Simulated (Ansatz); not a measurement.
# MgIF: complex band structure, part 2 of 3

Aim: relax a made-up compound, MgIF, and see how good a tunnel barrier it would be. It is built by putting I for part of the F in the MgF2 structure of space group P4_2/mnm, with the volume rescaled by atomic radii. The parent structure comes from the Materials Project.

Ansatz 0.2.0; LDA DFT, plane waves, PAW files (the session's first sound run).

So far. Step 2 (Cell and atoms at rest): The largest force component on a free atom ends at 5.5e-4 eV/Å.

The structure was built from a prototype and need not be the compound's stable phase.

### 3. Band edges

The energy window and the wavevectors of the next steps follow from the band edges, so these are searched first, off the mesh as well.

input.yaml reads:

```yaml
crystal:
  lattice:
    - [5.5048804172, 0.0, 0.0]
    - [0.0, 6.4974133899, 0.0]
    - [0.0, 0.0, 3.6230532423]
  atoms:
    - { symbol: Mg, position: [0.5302397941, 0.6656091146, 0.5] }
    - { symbol: Mg, position: [0.0302397941, -0.1656091146, 0.0] }
    - { symbol: F, position: [0.7218955615, 0.6727632711, 0.0] }
    - { symbol: I, position: [0.7478646444, 0.0807585645, 0.5] }
    - { symbol: I, position: [0.2478646444, 0.4192414355, 0.0] }
    - { symbol: F, position: [0.2218955615, 0.8272367289, 0.5] }
kpoints:
  mp_grid: { grid: [4, 4, 6] }
  band_path: { path: [VBM, CBM], npoints: 30 }
scf:
  occupations: { method: fixed }
hamiltonian:
  xc: lda
output:
  eigenvalues: true
  write_potential: true
  write_density: true
  volumetric_format: npy
```

Started as:

```sh
> ansatz run input.yaml --threads 2 --pin off --max-ram 4096MiB --backend cpu --events-out ev --progress --plain --runs-dir out
```

Numbers of over 12 decimals in the logs are rounded to 6 here.

The log of the run:

```text
[...]
Crystal: 6 atoms, lattice volume = 129.587 Å³
Basis set: ecut = 420 eV, 2531 PW (Γ)
Bands: 41, of which v1, the nominal top of the filled ones, is band 34 counted from 1 (33 counted from 0)
Symmetry: 4 space group operations
[...]
k-points: 36 of 96 (time reversal used)
[...]
SCF iter   1: F=—  HF=-20109.364281 eV  |F-HF|=—  |Δ(HF+E_count)|=         —  Δρ=1.16e-2  dr2=1.17e-1  ethr=1.77e-3  ⟨swp⟩=5.1  Hψ=5167  notcnv=0  defer=175
[...]
SCF iter   7: F=-20109.326456 eV  HF=-20109.326456 eV  |F-HF|=5.40e-9  |Δ(HF+E_count)|=   8.34e-9  Δρ=4.06e-6  dr2=2.75e-8  ethr=1.47e-10  ⟨swp⟩=13.1  Hψ=7709  notcnv=0
SCF 1 converged in 7 iterations: F = -20109.326456 eV  dr2 = 2.75e-8
[...]
NSCF: frozen V_eff on 64 k-points
[...]
SCF converged after 7 iterations
Free energy (F): -20109.326456 eV
[...]
Internal energy: -20109.326456 eV  (E = F + TS)
E sigma→0 (E₀):  -20109.326456 eV
Fermi energy:    6.619229 eV
[...]
--- Band table (eV; the first three rows and the last of 36) ---
  k-point 0: bands = [... 30 lower, 4.5284, 4.8238, 6.0867, 6.5519, 8.1463, 8.9105, 11.4791, 12.2049, ... 3 higher]
  k-point 1: bands = [... 30 lower, 4.4447, 4.8513, 5.0033, 5.3218, 8.7774, 9.3566, 11.7022, 12.5469, ... 3 higher]
  k-point 2: bands = [... 30 lower, 4.0860, 4.2548, 4.6327, 5.1058, 9.8352, 10.1817, 11.1429, 11.8183, ... 3 higher]
  k-point 35: bands = [... 30 lower, 4.4085, 4.4085, 4.6228, 4.6228, 10.0782, 10.0782, 11.6893, 11.6893, ... 3 higher]
```

Wall time 26 s (2 threads of Intel Xeon Platinum 8375C at 2.90GHz (Ice Lake), shared host); peak memory 0.5 GiB; 52 s of CPU time.

Reading the cycles: dr2 is the Hartree energy of the density residual (eV), the measure of convergence; HF is the Harris–Foulkes estimate of the energy, which meets the free energy F at convergence.

Numbers from this step:

```
Fermi energy        : 6.619 eV
gap on the k-mesh   : 1.527 eV
gap on path         : 1.527 eV, by band count; negative where bands overlap
direct gap on path  : 1.594 eV
edge places on path : 0, 0.4835 1/A along the path
```

The electronic bands at the labelled points (eV, zero at the Fermi level (highest filled level under fixed occupations); v1 is the highest filled band, c1 the lowest empty one):

| point | v4 | v3 | v2 | v1 | c1 | c2 | c3 | c4 |
| --- | --- | --- | --- | --- | --- | --- | --- | --- |
| VBM | -3.00 | -1.65 | -0.62 | 0.00 | 3.43 | 3.46 | 4.19 | 5.78 |
| halfway | -2.53 | -1.72 | -0.58 | -0.03 | 2.18 | 2.87 | 5.14 | 5.31 |
| CBM | -2.09 | -1.80 | -0.53 | -0.07 | 1.53 | 2.29 | 4.86 | 5.59 |

The searched edges give 1.53 eV, as on the mesh.

### 4. Complex bands, plane (010), k-mesh 4×6×4

This step: LDA DFT, plane waves, PAW files; complex bands by layer matching along the plane's normal (Ansatz 0.2.0).

The same crystal is laid in a cell whose first two vectors span the (010) plane (indices of the standard conventional cell, whose axes can be ordered otherwise than in the bulk input). At fixed energy and wavevector in the plane the solver finds all kz, real and complex. A few wavevectors are listed, (0, 0) and (0.5, 0) in units of the plane's reciprocal vectors; the slowest state needn't be among them.

input.yaml reads:

```yaml
crystal:
  lattice:
    - [5.504880417, 0.0, 0.0]
    - [0.0, 3.623053242, 0.0]
    - [0.0, 0.0, 6.49741339]
  atoms:
    - { symbol: Mg, position: [0.5302397941, 0.5, 0.3343908854] }
    - { symbol: Mg, position: [0.0302397941, 0.0, 0.1656091146] }
    - { symbol: F, position: [0.7218955615, 0.0, 0.3272367289] }
    - { symbol: I, position: [0.7478646444, 0.5, 0.9192414355] }
    - { symbol: I, position: [0.2478646444, 0.0, 0.5807585645] }
    - { symbol: F, position: [0.2218955615, 0.5, 0.1727632711] }
kpoints:
  mp_grid: { grid: [4, 6, 4] }
scf:
  occupations: { method: fixed }
hamiltonian:
  xc: lda
output:
  eigenvalues: true
  transmission:
    leads: [[0, 0]]
    kpoints: [[0.0, 0.0], [0.5, 0.0]]
    e_range: [-1.0, 2.53]
    de: 0.06
```

The log of the run:

```text
[...]
Crystal: 6 atoms, lattice volume = 129.587 Å³
Basis set: ecut = 420 eV, 2531 PW (Γ)
Bands: 41, of which v1, the nominal top of the filled ones, is band 34 counted from 1 (33 counted from 0)
Symmetry: 4 space group operations
[...]
k-points: 36 of 96 (time reversal used)
[...]
SCF iter   1: F=—  HF=-20109.364342 eV  |F-HF|=—  |Δ(HF+E_count)|=         —  Δρ=1.16e-2  dr2=1.17e-1  ethr=1.77e-3  ⟨swp⟩=5.1  Hψ=5083  notcnv=0  defer=176
[...]
SCF iter   7: F=-20109.326456 eV  HF=-20109.326456 eV  |F-HF|=6.08e-9  |Δ(HF+E_count)|=   1.83e-8  Δρ=4.15e-6  dr2=2.90e-8  ethr=1.47e-10  ⟨swp⟩=13.2  Hψ=7581  notcnv=0
SCF 1 converged in 7 iterations: F = -20109.326456 eV  dr2 = 2.90e-8
[...]
transmission: 10 of 20 steps passed
transmission: 20 of 20 steps passed
SCF converged after 7 iterations
Free energy (F): -20109.326456 eV
[...]
Internal energy: -20109.326456 eV  (E = F + TS)
E sigma→0 (E₀):  -20109.326456 eV
Fermi energy:    6.619230 eV
[...]
--- Band table (eV; the first three rows and the last of 36) ---
  k-point 0: bands = [... 30 lower, 4.5284, 4.8238, 6.0867, 6.5519, 8.1463, 8.9105, 11.4791, 12.2049, ... 3 higher]
  k-point 1: bands = [... 30 lower, 4.0930, 4.8968, 6.0419, 6.5883, 8.7992, 9.4860, 11.7580, 11.9321, ... 3 higher]
  k-point 2: bands = [... 30 lower, 3.6212, 4.9668, 6.0026, 6.6192, 10.0480, 10.0782, 10.8119, 12.3962, ... 3 higher]
  k-point 35: bands = [... 30 lower, 4.4085, 4.4085, 4.6228, 4.6228, 10.0782, 10.0782, 11.6893, 11.6893, ... 3 higher]
--- Transmission ---
  basis      : 175 plane waves across, 10 finite elements along
  points     : 2, as listed
  energies   : 59 from -1.000000 to 2.480000 eV about the Fermi level, 0.060000 eV apart; the leads are filled to 0.763546 eV, and channels, transmission and decay are at 0.740000 eV
  crystal 0  : I2Mg2F2, at the sites [0, 0], period 6.4974 Å: whole cells are its period
    offset         : up to 0.0000 Å between an atom of the period and one for which it stands
    channels       : 0.000000e0 a spin
    conductance    : none, the energies end too early or step too widely for 300 K: set another output.transmission.e_range or a lower de, or, where they end at an eighth of basis.ecutwfc, a higher one
    slowest decay  : 0.2179 /Å at (0.0000, 0.0000)
```

It took 33 s on 2 threads; peak memory 0.61 GiB; 46 s of CPU time.

This step gave:

```
level to which the leads are filled                       : 0.7635 eV from the Fermi level
decay constant at the filling level, zone centre          : 0.2179 Å⁻¹
decay constant at the filling level, slowest listed point : 0.2179 Å⁻¹
```

K parallel (0, 0); values up to 1.5 1/Å, a degenerate pair printed once or twice; energies at which all values exceed this have no row. The Im kz of the slowest decaying states by energy, zero at the highest filled level on the SCF mesh:

| energy (eV) | decay 1 (Å⁻¹) | decay 2 (Å⁻¹) | decay 3 (Å⁻¹) | decay 4 (Å⁻¹) |
| --- | --- | --- | --- | --- |
| -1.0000 | 0.258 | 0.445 | 0.499 | 0.537 |
| -0.7600 | 0.268 | 0.370 | 0.443 | 0.559 |
| -0.5200 | 0.107 | 0.272 | 0.436 | 0.611 |
| -0.2200 | 0.271 | 0.290 | 0.424 | 0.670 |
| 0.0200 | 0.176 | 0.265 | 0.411 | 0.717 |
| 0.2600 | 0.254 | 0.396 | 0.543 | 0.769 |
| 0.5000 | 0.239 | 0.377 | 0.764 | 0.831 |
| 0.7400 | 0.218 | 0.355 | 0.847 | 0.923 |
| 0.9800 | 0.189 | 0.330 | 0.871 | 0.990 |
| 1.2200 | 0.146 | 0.302 | 0.888 | 0.964 |
| 1.5200 | 0.0228 | 0.259 | 0.886 | 0.903 |
| 1.7600 | 0.217 | 0.811 | 0.911 | 0.917 |
| 2.0000 | 0.163 | 0.755 | 0.891 | 0.916 |
| 2.2400 | 0.0689 | 0.709 | 0.864 | 0.920 |

K parallel (0.5, 0); values up to 1.5 1/Å, a degenerate pair printed once or twice; energies at which all values exceed this have no row. Im kz of the slowest decaying states against energy, zero at the highest filled level on the SCF mesh:

| energy (eV) | decay 1 (Å⁻¹) | decay 2 (Å⁻¹) | decay 3 (Å⁻¹) | decay 4 (Å⁻¹) |
| --- | --- | --- | --- | --- |
| -1.0000 | 0.318 | 0.834 | 1.17 | 1.18 |
| -0.7600 | 0.367 | 0.367 | 0.760 | 1.14 |
| -0.5200 | 0.406 | 0.632 | 1.10 | 1.10 |
| -0.2200 | 0.445 | 0.508 | 1.05 | 1.23 |
| 0.0200 | 0.471 | 0.691 | 1.01 | 1.25 |
| 0.2600 | 0.493 | 0.765 | 0.959 | 0.959 |
| 0.5000 | 0.511 | 0.810 | 0.907 | 0.907 |
| 0.7400 | 0.526 | 0.840 | 0.853 | 1.37 |
| 0.9800 | 0.538 | 0.798 | 0.862 | 1.37 |
| 1.2200 | 0.546 | 0.743 | 0.743 | 0.878 |
| 1.5200 | 0.550 | 0.550 | 0.672 | 0.892 |
| 1.7600 | 0.548 | 0.548 | 0.614 | 0.900 |
| 2.0000 | 0.541 | 0.554 | 0.906 | 1.19 |
| 2.2400 | 0.490 | 0.490 | 0.529 | 0.910 |

At the listed wavevectors the last open channel is at -0.04 eV and the next at +1.58 eV on the grid. At +0.74 eV, the grid energy nearest the filling level (the middle of the gap on the SCF mesh), the slowest state at the listed wavevectors decays with κ = 0.218 Å⁻¹, its amplitude falling by e over 4.6 Å. Through 1 nm of this crystal that state's transmission falls by exp(−2 × 0.218 Å⁻¹ × 10 Å) = 0.013.

### 5. Decaying states in the gap, plane (100), k-mesh 4×4×6

The same for the (100) plane, at (0, 0) and (0, -0.5), to see how the decay depends on direction.

input.yaml reads:

```yaml
crystal:
  lattice:
    - [5.504880417, 0.0, 0.0]
    - [0.0, 6.49741339, 0.0]
    - [0.0, 0.0, 3.623053242]
  atoms:
    - { symbol: Mg, position: [0.5302397941, 0.6656091146, 0.5] }
    - { symbol: Mg, position: [0.0302397941, 0.8343908854, 0.0] }
    - { symbol: F, position: [0.7218955615, 0.6727632711, 0.0] }
    - { symbol: I, position: [0.7478646444, 0.0807585645, 0.5] }
    - { symbol: I, position: [0.2478646444, 0.4192414355, 0.0] }
    - { symbol: F, position: [0.2218955615, 0.8272367289, 0.5] }
kpoints:
  mp_grid: { grid: [4, 4, 6] }
scf:
  occupations: { method: fixed }
hamiltonian:
  xc: lda
output:
  eigenvalues: true
  transmission:
    leads: [[0, 0]]
    kpoints: [[0.0, 0.0], [0.0, -0.5]]
    e_range: [-1.0, 2.53]
    de: 0.07
```

The log of the run:

```text
[...]
Crystal: 6 atoms, lattice volume = 129.587 Å³
Basis set: ecut = 420 eV, 2531 PW (Γ)
Bands: 41, of which v1, the nominal top of the filled ones, is band 34 counted from 1 (33 counted from 0)
Symmetry: 4 space group operations
[...]
k-points: 36 of 96 (time reversal used)
[...]
SCF iter   1: F=—  HF=-20109.364281 eV  |F-HF|=—  |Δ(HF+E_count)|=         —  Δρ=1.16e-2  dr2=1.17e-1  ethr=1.77e-3  ⟨swp⟩=5.1  Hψ=5167  notcnv=0  defer=175
[...]
SCF iter   7: F=-20109.326456 eV  HF=-20109.326456 eV  |F-HF|=5.39e-9  |Δ(HF+E_count)|=   8.61e-9  Δρ=4.06e-6  dr2=2.75e-8  ethr=1.47e-10  ⟨swp⟩=13.2  Hψ=7688  notcnv=0
SCF 1 converged in 7 iterations: F = -20109.326456 eV  dr2 = 2.75e-8
[...]
transmission: 5 of 10 steps passed
transmission: 10 of 10 steps passed
SCF converged after 7 iterations
Free energy (F): -20109.326456 eV
[...]
Internal energy: -20109.326456 eV  (E = F + TS)
E sigma→0 (E₀):  -20109.326456 eV
Fermi energy:    6.619229 eV
[...]
--- Band table (eV; the first three rows and the last of 36) ---
  k-point 0: bands = [... 30 lower, 4.5284, 4.8238, 6.0867, 6.5519, 8.1463, 8.9105, 11.4791, 12.2049, ... 3 higher]
  k-point 1: bands = [... 30 lower, 4.4447, 4.8513, 5.0033, 5.3218, 8.7774, 9.3566, 11.7022, 12.5469, ... 3 higher]
  k-point 2: bands = [... 30 lower, 4.0860, 4.2548, 4.6327, 5.1058, 9.8352, 10.1817, 11.1429, 11.8183, ... 3 higher]
  k-point 35: bands = [... 30 lower, 4.4085, 4.4085, 4.6228, 4.6228, 10.0782, 10.0782, 11.6893, 11.6893, ... 3 higher]
--- Transmission ---
  basis      : 319 plane waves across, 5 finite elements along
  points     : 2, as listed
[...]
crystal 0  : Mg2F2I2, at the sites [0, 0], period 3.6231 Å: whole cells are its period
[...]
channels       : 0.000000e0 a spin
[...]
slowest decay  : 0.1456 /Å at (0.0000, 0.0000)
```

The job ended after 52 s (2 threads; peak memory 1.1 GiB).

This step gave:

```yaml
decay_constant_at_the_filling_level_zone_centre: 0.1456 Å⁻¹
decay_constant_at_the_filling_level_slowest_listed_point: 0.1456 Å⁻¹
```

K parallel (0, 0); values up to 1.5 1/Å, a degenerate pair printed once or twice; energies at which all values exceed this have no row. The Im kz of the slowest decaying states by energy, zero at the highest filled level on the SCF mesh:

| energy (eV) | decay 1 (Å⁻¹) | decay 2 (Å⁻¹) | decay 3 (Å⁻¹) | decay 4 (Å⁻¹) |
| --- | --- | --- | --- | --- |
| -1.0000 | 0.361 | 0.622 | 0.690 | 0.698 |
| -0.7200 | 0.409 | 0.644 | 0.670 | 0.670 |
| -0.5100 | 0.0339 | 0.433 | 0.649 | 0.654 |
| -0.2300 | 0.119 | 0.454 | 0.618 | 0.632 |
| -0.0200 | 0.0439 | 0.149 | 0.465 | 0.594 |
| 0.2600 | 0.108 | 0.178 | 0.472 | 0.559 |
| 0.4700 | 0.131 | 0.193 | 0.474 | 0.532 |
| 0.7500 | 0.146 | 0.208 | 0.473 | 0.492 |
| 1.0300 | 0.144 | 0.217 | 0.450 | 0.468 |
| 1.2400 | 0.126 | 0.221 | 0.418 | 0.462 |
| 1.5200 | 0.0230 | 0.220 | 0.379 | 0.423 |
| 1.7300 | 0.211 | 0.355 | 0.386 | 0.439 |
| 2.0100 | 0.177 | 0.333 | 0.336 | 0.422 |
| 2.2200 | 0.0991 | 0.307 | 0.323 | 0.406 |
| 2.5000 | 0.284 | 0.313 | 0.381 | 0.562 |

K parallel (0, 0). Table of Re kz of states that move upwards by energy, zero at the highest filled level on the SCF mesh:

| energy (eV) | channel 1 (Å⁻¹) | channel 2 (Å⁻¹) |
| --- | --- | --- |
| -1.00 | -0.235 | -0.167 |
| -0.93 | -0.223 | -0.152 |
| -0.79 | -0.199 | -0.119 |
| -0.72 | -0.186 | -0.101 |
| -0.65 | -0.174 | -0.0789 |
| -0.51 | -0.148 | - |
| -0.44 | -0.134 | - |
| -0.37 | -0.119 | - |
| -0.23 | -0.0847 | - |
| -0.16 | -0.0631 | - |
| -0.02 | - | - |
| 0.05 | - | - |
| 0.12 | - | - |
| 0.26 | - | - |
| 0.33 | - | - |
| 0.40 | - | - |
| 0.54 | - | - |
| 0.61 | - | - |
| 0.68 | - | - |
| 0.82 | - | - |
| 0.89 | - | - |
| 0.96 | - | - |
| 1.10 | - | - |
| 1.17 | - | - |
| 1.24 | - | - |
| 1.38 | - | - |
| 1.45 | - | - |
| 1.52 | - | - |
| 1.66 | 0.110 | - |
| 1.73 | 0.140 | - |
| 1.87 | 0.194 | - |
| 1.94 | 0.218 | - |
| 2.01 | 0.242 | - |
| 2.15 | 0.287 | - |
| 2.22 | 0.308 | - |
| 2.29 | 0.329 | - |
| 2.43 | 0.150 | 0.369 |
| 2.50 | 0.187 | 0.388 |

K parallel (0, -0.5); values up to 1.5 1/Å, a degenerate pair printed once or twice; energies at which all values exceed this have no row. Table of Im kz of the slowest decaying states by energy, zero at the highest filled level on the SCF mesh:

| energy (eV) | decay 1 (Å⁻¹) | decay 2 (Å⁻¹) | decay 3 (Å⁻¹) | decay 4 (Å⁻¹) |
| --- | --- | --- | --- | --- |
| -1.00 | 0.358 | 0.445 | 0.787 | 0.864 |
| -0.86 | 0.388 | 0.460 | 0.780 | 0.853 |
| -0.65 | 0.421 | 0.477 | 0.770 | 0.838 |
| -0.44 | 0.096 | 0.444 | 0.490 | 0.759 |
| -0.30 | 0.126 | 0.455 | 0.496 | 0.752 |
| -0.16 | 0.148 | 0.463 | 0.501 | 0.744 |
| -0.02 | 0.166 | 0.470 | 0.505 | 0.736 |
| 0.05 | 0.0504 | 0.174 | 0.473 | 0.507 |
| 0.26 | 0.111 | 0.193 | 0.478 | 0.509 |
| 0.40 | 0.135 | 0.204 | 0.479 | 0.510 |
| 0.54 | 0.154 | 0.213 | 0.480 | 0.509 |
| 0.75 | 0.176 | 0.224 | 0.478 | 0.506 |
| 0.96 | 0.193 | 0.233 | 0.474 | 0.502 |
| 1.10 | 0.202 | 0.238 | 0.470 | 0.498 |
| 1.24 | 0.209 | 0.242 | 0.465 | 0.493 |
| 1.45 | 0.218 | 0.247 | 0.456 | 0.484 |
| 1.66 | 0.224 | 0.250 | 0.445 | 0.473 |
| 1.80 | 0.227 | 0.251 | 0.436 | 0.464 |
| 1.94 | 0.229 | 0.252 | 0.427 | 0.455 |
| 2.15 | 0.229 | 0.252 | 0.410 | 0.438 |
| 2.36 | 0.227 | 0.250 | 0.391 | 0.419 |
| 2.50 | 0.223 | 0.248 | 0.377 | 0.405 |

At the listed wavevectors the last open channel is at -0.02 eV and the next at +1.59 eV on the grid. At +0.75 eV, the grid energy nearest the filling level (the middle of the gap on the SCF mesh), the slowest state at the listed wavevectors decays with κ = 0.146 Å⁻¹, its amplitude falling by e over 6.9 Å; the first such run, plane (010), gave 0.218 Å⁻¹.

### 6. Band edges at another level, cutoff 500 eV

This step: r2SCAN DFT, plane waves, PAW files (Ansatz 0.2.0).

The edges again with r2SCAN, at the same atoms. Against that run the cutoff is 500 eV against 420.

input.yaml reads:

```yaml
crystal:
  lattice:
    - [5.5048804172, 0.0, 0.0]
    - [0.0, 6.4974133899, 0.0]
    - [0.0, 0.0, 3.6230532423]
  atoms:
    - { symbol: Mg, position: [0.5302397941, 0.6656091146, 0.5] }
    - { symbol: Mg, position: [0.0302397941, -0.1656091146, 0.0] }
    - { symbol: F, position: [0.7218955615, 0.6727632711, 0.0] }
    - { symbol: I, position: [0.7478646444, 0.0807585645, 0.5] }
    - { symbol: I, position: [0.2478646444, 0.4192414355, 0.0] }
    - { symbol: F, position: [0.2218955615, 0.8272367289, 0.5] }
kpoints:
  mp_grid: { grid: [4, 4, 6] }
  band_path: { path: [VBM, CBM], npoints: 30 }
scf:
  occupations: { method: fixed }
hamiltonian:
  xc: r2scan
output:
  eigenvalues: true
```

The log of the run:

```text
[...]
Crystal: 6 atoms, lattice volume = 129.587 Å³
Basis set: ecut = 500 eV, 3287 PW (Γ), exchange–correlation on 180×192×108 points (64 copies of the dense FFT grid, shifted against one another)
Bands: 41, of which v1, the nominal top of the filled ones, is band 34 counted from 1 (33 counted from 0)
Symmetry: 4 space group operations
[...]
k-points: 36 of 96 (time reversal used)
[...]
SCF iter   1: F=—  HF=-20535.835544 eV  |F-HF|=—  |Δ(HF+E_count)|=         —  Δρ=6.31e-3  dr2=3.70e-2  dr2_τ=7.13e-2  ethr=1.77e-3  ⟨swp⟩=5.1  Hψ=5188  notcnv=0  defer=171
[...]
SCF iter   7: F=-20535.946961 eV  HF=-20535.946961 eV  |F-HF|=7.59e-9  |Δ(HF+E_count)|=   1.01e-7  Δρ=7.29e-6  dr2=6.17e-8  dr2_τ=2.36e-9  ethr=1.47e-10  ⟨swp⟩=13.2  Hψ=7017  notcnv=0
SCF 1 converged in 7 iterations: F = -20535.946961 eV  dr2 = 6.17e-8
[...]
SCF converged after 7 iterations
Free energy (F): -20535.946961 eV
[...]
Internal energy: -20535.946961 eV  (E = F + TS)
E sigma→0 (E₀):  -20535.946961 eV
Fermi energy:    6.665559 eV
[...]
--- Band table (eV; the first three rows and the last of 36) ---
  k-point 0: bands = [... 30 lower, 4.4910, 4.8198, 6.1221, 6.5985, 9.0332, 9.5891, 12.2806, 12.9679, ... 3 higher]
  k-point 1: bands = [... 30 lower, 4.4207, 4.8667, 5.0278, 5.3940, 9.6001, 10.0339, 12.5141, 13.3247, ... 3 higher]
  k-point 2: bands = [... 30 lower, 4.0889, 4.2512, 4.6079, 5.0947, 10.6623, 10.8777, 11.8482, 12.6210, ... 3 higher]
  k-point 35: bands = [... 30 lower, 4.3798, 4.3798, 4.6394, 4.6394, 10.7851, 10.7851, 12.4571, 12.4571, ... 3 higher]
```

The job ended after 57 s (2 threads; peak memory 0.7 GiB; 1.9 min of CPU time).

This step gave:

* free energy: -20535.9470 eV
* Fermi energy: 6.666 eV
* gap on the k-mesh: 2.368 eV
* gap on path: 2.368 eV, by band count; negative where bands overlap
* direct gap on path: 2.435 eV

Electronic bands along the path, in eV, zero at the Fermi level (highest filled level under fixed occupations); v1 is the highest filled band, c1 the lowest empty one:

| point | v4 | v3 | v2 | v1 | c1 | c2 | c3 | c4 |
| --- | --- | --- | --- | --- | --- | --- | --- | --- |
| VBM | -3.01 | -1.71 | -0.63 | 0.00 | 4.22 | 4.24 | 4.76 | 6.51 |
| halfway | -2.56 | -1.78 | -0.59 | -0.03 | 2.96 | 3.53 | 5.90 | 6.07 |
| CBM | -2.17 | -1.85 | -0.54 | -0.07 | 2.37 | 2.92 | 5.62 | 6.30 |

The searched edges give 2.37 eV, as on the mesh.

For the gap on the k-mesh, step 3 gave 1.53 eV; this run, with r2SCAN and cutoff 500 eV, gives 2.37 eV.

(Continued in part 3 of 3.)

[Logs are printed without paths, hosts, clocks, repeated set-up lines and the standing remarks that a program may print on its own settings, such as how far it seeks lower states.]

[Hosts, paths, dates, database ids (printed as entryN), source tags and the programs' standing remarks are cut or masked in the printed files.]
